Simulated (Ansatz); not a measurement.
# TiAl2: which shell does photoemission see at 21.2 and 1486.7 eV? (r²SCAN)

The valence band of TiAl2 mixes several shells. Work out by hand which one leads the spectrum's area at each photon energy.

Filled states come from the projected DOS of Ansatz 0.2.0 (r²SCAN, plane waves); cross sections σ and asymmetry parameters β are those of free atoms in a Dirac–Hartree–Slater calculation. A shell's area is states × σ × angular factor, which is 1 + β·P₂(cos θ) for linear light, with θ = 10° from the polarisation and P₂ = 0.955.

**At 21.2 eV** (states counted from 11.2 eV below the zero; other shells add 0.082 to the products' sum of 41.4):

```
shell  filled states a cell  cross section (Mb an electron)      β  angular factor  product  share by hand (%)  share in the simulated spectrum (%)
Ti 4s                  2.20                           0.081   2.00            2.91    0.518                  1                                    1
Ti 3d                 12.56                            2.54   0.16            1.15     36.8                 89                                   89
Al 3s                  6.78                           0.153   2.00            2.91     3.02                  7                                    7
Al 3p                 17.77                          0.0697  -0.25            0.76     0.94                  2                                    2
```

**At 1486.7 eV** (states counted from 12.2 eV below the zero; other shells add 9.5e-05 to the products' sum of 0.0117):

```
shell  filled states a cell  cross section (Mb an electron)     β  angular factor  product  share by hand (%)  share in the simulated spectrum (%)
Ti 4s                  2.20                        0.000227  2.00            2.91  0.00145                 12                                   12
Ti 3d                 12.56                        9.17e-05  0.73            1.70  0.00195                 17                                   17
Al 3s                  6.78                        0.000347  2.00            2.91  0.00684                 59                                   59
Al 3p                 17.77                        3.97e-05  0.93            1.89  0.00133                 11                                   11
```

Ti 3d leads at 21.2 eV and Al 3s at 1486.7 eV. Between the two energies σ of Ti 3d changes by a factor 3.6e-5 and that of Al 3s by 0.0023, so their ratio moves 63-fold in favour of the second. The simulated spectrum uses the same rule on the energy-resolved DOS, so the two share columns agree within a few points.

Only crystals where the two columns agree within 4 points and the lead is clear are worked in this form. Free-atom cross sections ignore the solid's final states, no escape depth or background enters, and the count of states a shell hangs on the projection.

[Logs are printed without paths, hosts, clocks, repeated set-up lines and the standing remarks that a program may print on its own settings, such as how far it seeks lower states.]
